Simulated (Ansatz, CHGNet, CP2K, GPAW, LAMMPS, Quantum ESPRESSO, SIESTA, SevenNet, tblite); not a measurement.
# Running free surface of ionic liquid triethylsulfonium formate with water at 340 K (81 atoms) with SIESTA, part 2 of 2

Wanted: SIESTA inputs and outputs for free surface of ionic liquid triethylsulfonium formate with water at 340 K (81 atoms), checked against a plane-wave reference.

Program: SIESTA 5.4.2; the method stands at each step. Banners, paths, timers and routine set-up lines are dropped from the logs unmarked, and long logs keep their key lines alone; longer cuts are marked. The potentials were converted by us to PSML.

So far. Step 3 (PBE, SZ, shift 0.01 Ry, mesh 500 Ry): Against the first run (43 %), the force difference from the reference is 275 %, at 0.60 times the CPU time (on 1 against 2 cores) (22 SCF steps against 13), with 174 basis functions against 653: the smaller basis costs accuracy.

## (5) PBE, TZP, shift 0.01 Ry, mesh 500 Ry

Method: Kohn-Sham DFT, PBE, PseudoDojo 0.4.1 norm-conserving pseudopotentials (converted to PSML), numerical atomic orbitals (TZP), diagonalisation.

Input file input.fdf:

```
SystemLabel cell
NumberOfAtoms 81
NumberOfSpecies 4
%block ChemicalSpeciesLabel
  1 6 C
  2 16 S
  3 1 H
  4 8 O
%endblock ChemicalSpeciesLabel
LatticeConstant 1.0 Ang
%block LatticeVectors
  8.57364 0.00000 0.00000
  0.00000 8.57364 0.00000
  0.00000 0.00000 21.34624
%endblock LatticeVectors
PAO.BasisSize TZP
PAO.EnergyShift 0.01 Ry
XC.Functional GGA
XC.Authors PBE
MeshCutoff 500 Ry
%block kgrid_Monkhorst_Pack
  1 0 0 0.0
  0 1 0 0.0
  0 0 1 0.0
%endblock kgrid_Monkhorst_Pack
SolutionMethod diagon
OccupationFunction FD
ElectronicTemperature 580 K
SCF.Mixer.Method Pulay
SCF.Mixer.Weight 0.15
SCF.Mixer.History 8
SCF.Mix Hamiltonian
MaxSCFIterations 300
SCF.DM.Tolerance 1e-04
SCF.H.Tolerance 1.0e-3 eV
WriteForces T
Write.HirshfeldPop T
Write.VoronoiPop T
Write.DM F
Write.H F
XML.Write F
AtomicCoordinatesFormat Fractional
%block AtomicCoordinatesAndAtomicSpecies
[... 81 atom lines left out: the same atoms as in the first run ...]
%endblock AtomicCoordinatesAndAtomicSpecies
```

On the command line:

```
OMP_NUM_THREADS=1 mpirun -np 2 siesta < input.fdf > output.txt
```

Output:

```text
Version         : 5.4.2
reinit: System Name:
reinit: System Label: cell
initatom: Reading input for the pseudopotentials and atomic orbitals ----------
Species number:   1 Atomic number:    6 Label: C
Species number:   2 Atomic number:   16 Label: S
Species number:   3 Atomic number:    1 Label: H
Species number:   4 Atomic number:    8 Label: O
Ground state valence configuration (from tables):   2s02  2p02  3d00  4f00
Ground state valence configuration (from tables):   3s02  3p04  3d00  4f00
Ground state valence configuration (from tables):   1s01  2p00  3d00  4f00
Ground state valence configuration (from tables):   2s02  2p04  3d00  4f00
---- Processing specs for species: C
GGA--PBE XC_GGA_X_PBE--XC_GGA_C_PBE pb
---- Processing specs for species: S
[... lines left out ...]
stepf: Fermi-Dirac step function
        iscf     Eharris(eV)        E_KS(eV)     FreeEng(eV)     dDmax    Ef(eV) dHmax(eV)
[... lines left out ...]
SCF Convergence by DM+H criterion
[... lines left out ...]
SCF cycle converged after 13 iterations
[... lines left out ...]
   Max    3.420441
[... lines left out ...]
   Max    3.420441    constrained
Stress tensor Voigt[x,y,z,yz,xz,xy] (kbar):      -12.06      -15.72       -5.62        4.09        1.55       -0.85
[... lines left out ...]
siesta: FreeEng =     -8276.281333
[... lines left out ...]
siesta:         Total =   -8276.281333
siesta:         Fermi =      -3.293620
siesta: Stress tensor (static) (eV/Ang**3):
siesta:    -0.007529   -0.000530    0.000970
siesta:    -0.000530   -0.009812    0.002550
siesta:     0.000970    0.002550   -0.003507
siesta: Cell volume =       1569.104528 Ang**3
siesta: Pressure (static):
siesta:                Solid            Molecule  Units
siesta:           0.00007569         -0.00003372  Ry/Bohr**3
siesta:           0.00694928         -0.00309598  eV/Ang**3
siesta:          11.13397075         -4.96031150  kBar
    Orbital volume contribution        =          28.386263 eV
    (Free)E + p_basis*V_orbitals       =       -8247.895070 eV
    (Free)Eharris+ p_basis*V_orbitals  =       -8247.895070 eV
Hirshfeld Atomic Populations:
Atom #   charge [q] valence [e]  Species
     1    -0.071318    4.071318  C
     2    -0.003514    4.003514  C
     3     0.369474    5.630526  S
     4    -0.002282    4.002282  C
[...]
8     0.051603    0.948397  H
     9     0.028589    0.971411  H
    10     0.021160    0.978840  H
[...]
25     0.379172    5.620828  S
[...]
47     0.368696    5.631304  S
[...]
67    -0.242472    6.242472  O
[...]
69    -0.325841    6.325841  O
[...]
71    -0.323860    6.323860  O
[...]
--------------------
 Total     0.000001
Voronoi Atomic Populations:
Atom #   charge [q] valence [e]  Species
[...]
3     0.310212    5.689788  S
[...]
25     0.312477    5.687523  S
[...]
47     0.306289    5.693711  S
[...]
72     0.153979    3.846021  C
[...]
76     0.150786    3.849214  C
    77    -0.371065    6.371065  O
[...]
79    -0.292017    6.292017  O
    80     0.013565    0.986435  H
    81     0.017230    0.982770  H
--------------------
 Total     0.000002
```

It took 86 s on 2 MPI ranks of Arm Neoverse V2, shared host; peak memory 1.6 GiB.

Against the reference:

```yaml
r_m_s_force_component: 0.9094 eV/Å
r_m_s_difference_of_force_components: 347 meV/Å
longest_difference_of_force_vectors: 990.4 meV/Å
force_difference_over_r_m_s_force: 41.55 %
slope_of_forces_against_the_reference_s: 1.006
correlation_of_force_components: 0.9243
spacing_of_highest_filled_and_lowest_empty_level: 1.679 eV
gap_difference: -0.3057 eV
```

This run lies far from the reference in forces at the same functional.

Against the first run (43 %), the force difference from the reference is 42 %, at 1.2 times the CPU time, with 827 basis functions against 653.

## (6) The ladder

Differences are against the plane-wave reference, forces as r.m.s. over components; share is that over the reference's r.m.s. force, slope the least-squares factor from reference forces to these. Total energies of different programs have different zeros and aren't compared.

```csv
run,"Δ force, r.m.s. (meV/Å)",share (%),slope,Δ gap (eV),cores,CPU time,memory (GiB)
reference,-,-,-,-,8,31 s,1.3
"SIESTA PBE, DZP, shift 0.01 Ry, mesh 500 Ry",360,43.1,1.005,-0.317,2,2.4 min,1.5
"SIESTA PBE, SZ, shift 0.01 Ry, mesh 500 Ry (coarse)",2298,275,0.498,-,1,87 s,0.76
"SIESTA PBE, SZP, shift 0.01 Ry, mesh 500 Ry (coarse)",1169,140,0.817,-0.892,1,1.9 min,1.1
"SIESTA PBE, TZP, shift 0.01 Ry, mesh 500 Ry",347,41.5,1.006,-0.306,2,2.9 min,1.6
```

Rows marked coarse were listed beforehand as settings not expected to be converged; some can still land near the reference.

CPU time is summed over cores on a shared host, where runs went side by side, so it is rough. Symmetry, cutoffs, thresholds, outputs and thread counts weren't matched or tuned between programs; memory under MPI is the largest rank's times the ranks.

Mean charges by element (e), by run and scheme:

```csv
run,scheme,C,S,H,O
reference,Löwdin,-0.28,+0.72,+0.21,-0.58
"SIESTA PBE, DZP, shift 0.01 Ry, mesh 500 Ry",Hirshfeld,-0.03,+0.37,+0.03,-0.29
"SIESTA PBE, TZP, shift 0.01 Ry, mesh 500 Ry",Hirshfeld,-0.03,+0.37,+0.03,-0.30
```

The reference's Löwdin charges lack the electrons that the projection spills, 0.035 e an atom on average.

## (7) Summary of results

```
nearest in forces : SIESTA PBE, TZP, shift 0.01 Ry, mesh 500 Ry, 42 %
its CPU time      : 2.9 min
```

What this shows: The PBE runs in local orbitals, coarse settings apart, differ by 42 % (SIESTA PBE, TZP, shift 0.01 Ry, mesh 500 Ry) to 43 % (SIESTA PBE, DZP, shift 0.01 Ry, mesh 500 Ry); basis, grid and potentials can all enter, and differences of this size make the forces unusable. Runs with settings chosen to be coarse differ by 140 % (SIESTA PBE, SZP, shift 0.01 Ry, mesh 500 Ry) to 275 % (SIESTA PBE, SZ, shift 0.01 Ry, mesh 500 Ry), their programs' other errors included. None of the electronic-structure runs in the table takes under half the reference's CPU time of 31 s; they take 2.9 to 5.6 times as much. At the same functional, gaps differ from the reference's 1.98 eV by between -0.89 and -0.31 eV. Charges hang on scheme and program or settings: among these rows the mean for S runs from +0.37 to +0.72 e. With short bonds to hydrogen, sets of potentials differ among themselves by several per cent in forces even at converged cutoffs, so the reference isn't exact here either. The network of contacts between molecules at the start is that of the classical potential that made the cell, and needn't be the one that DFT or experiment would give. The reference's PBE has no dispersion term, which matters for the binding between molecules or layers. The electronic-structure runs sample only Γ, in a cell whose shortest periodic width is 9 Å.

[Also dropped from logs without a mark: logging warnings of Python, and SIESTA's first energy breakdown and zero terms.]

[Logs are printed without paths, hosts, clocks, repeated set-up lines and the standing remarks that a program may print on its own settings, such as how far it seeks lower states.]

[Hosts, paths, dates, database ids (printed as entryN), source tags and the programs' standing remarks are cut or masked in the printed files.]
